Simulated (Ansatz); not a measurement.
# Series on liquid (Cs,Li)Cl, by temperature

How do cells made at different temperatures differ in energy, pressure, forces, levels, charges and cost?

Computed with Ansatz 0.2.0: Kohn-Sham DFT, PBE, PAW (set soft_2). Every run is a single point, with the atoms held where the recipe put them (cutoff of the plane-wave runs 420 eV, fixed occupations).

First member: 108 atoms (37 Cs, 17 Li, 54 Cl) placed at random at 2.56 g/cm³, melted at 1600 K for 10 ps at fixed volume with the Lennard-Jones and Coulomb ion parameters for SPC/E (Joung and Cheatham, J. Phys. Chem. B 112, 9020 (2008)), full charges. Snapshot at the end of a hold of 15 ps at 900 K and zero pressure.

Last member: 108 atoms (37 Cs, 17 Li, 54 Cl) placed at random at 2.56 g/cm³, melted at 1600 K for 10 ps at fixed volume with the Lennard-Jones and Coulomb ion parameters for SPC/E (Joung and Cheatham, J. Phys. Chem. B 112, 9020 (2008)), full charges. Snapshot at the end of a hold of 15 ps at 1500 K and zero pressure.

The members:

```
temperature (K)  reduced formula  atoms  valence electrons  k-mesh        basis  density (g/cm³)
            900     Cs37Li17Cl54    108                762   1×1×1  plane waves              2.7
           1300     Cs37Li17Cl54    108                762   1×1×1  plane waves             2.33
           1500     Cs37Li17Cl54    108                762   1×1×1  plane waves             1.76
```

Each cell is one sample from a classical run, so sample-to-sample scatter enters every column; pressures lack the kinetic term.

The input of the first member, without its atom lines; other members have their own cell and atoms, and may differ in mesh, basis and outputs:

```yaml
crystal:
  lattice:
    - [16.22871, 0.0, 0.0]
    - [0.0, 16.22871, 0.0]
    - [0.0, 0.0, 16.22871]
  atoms:
    [... 108 lines ...]
kpoints:
  mp_grid: { grid: [1, 1, 1] }
hamiltonian:
  xc: pbe
scf:
  occupations: { method: fixed }
output:
  forces: true
  stress: true
  populations: true
  dos:
    method: { smearing: { sigma: 0.15 } }
    de: 0.1
    projected: { site_lists: { Cl: [Cl], Cs: [Cs], Li: [Li] } }
  eigenvalues: true
  write_density: true
  write_potential: true
  volumetric_format: npy
```

Predict the trends along the series.

Results; charges are mean Löwdin charges in e:

```
temperature (K)  energy less the first member's (meV/atom)  pressure (GPa)  r.m.s. force (eV/Å)  gap (eV)  q(Cs)  q(Li)  q(Cl)
            900                                        0.0            1.39                0.434                3.82  +0.84  +0.70  -0.72
           1300                                       76.1           0.802                0.485                3.02  +0.85  +0.71  -0.73
           1500                                      119.1          0.0865                0.453                2.45  +0.87  +0.73  -0.74
```

The gap is that between the highest filled and lowest empty Kohn-Sham level on the run's k-points; tail or defect levels can set it. The projection misses up to 0.040 e an atom, so the charges add up to more than the cell's charge.

Cost on 8 threads of Arm Neoverse V2, shared host:

```
temperature (K)  atoms        basis  k-mesh  SCF cycles  time  host memory (GiB)
            900    108  plane waves   1×1×1           8  47 s                5.7
           1300    108  plane waves   1×1×1           8  58 s                6.3
           1500    108  plane waves   1×1×1           7  76 s                8.0
```

Times include the outputs that each run asked for, on hosts shared with other jobs.

**Reading.** The energy against the first member goes steadily from 0.0 meV/atom at 900 to 119.1 meV/atom at 1500 K; each member is a single configuration. The gap goes steadily from 3.82 eV at 900 to 2.45 eV at 1500 K; in single samples it varies with the configuration. The mean charge on Cs goes steadily from +0.84 e at 900 to +0.87 e at 1500 K. The density spans 1.76 to 2.7 g/cm³, so the columns mix its effect with that of the temperature. The pressure goes steadily from 1.4 GPa at 900 to 0.086 GPa at 1500 K.

Caveats: No spin–orbit coupling is included, so levels derived from the heavy atoms are approximate. The starting topology of bonds comes from the classical model, and needn't be the one that DFT or experiment would give. The ion parameters were fitted for water, not for melts, so the density of this cell may lie well off the real melt's. The cells aren't relaxed by DFT, which could reorder their energies.

[Logs are printed without paths, hosts, clocks, repeated set-up lines and the standing remarks that a program may print on its own settings, such as how far it seeks lower states.]

[Hosts, paths, dates, database ids (printed as entryN), source tags and the programs' standing remarks are cut or masked in the printed files.]
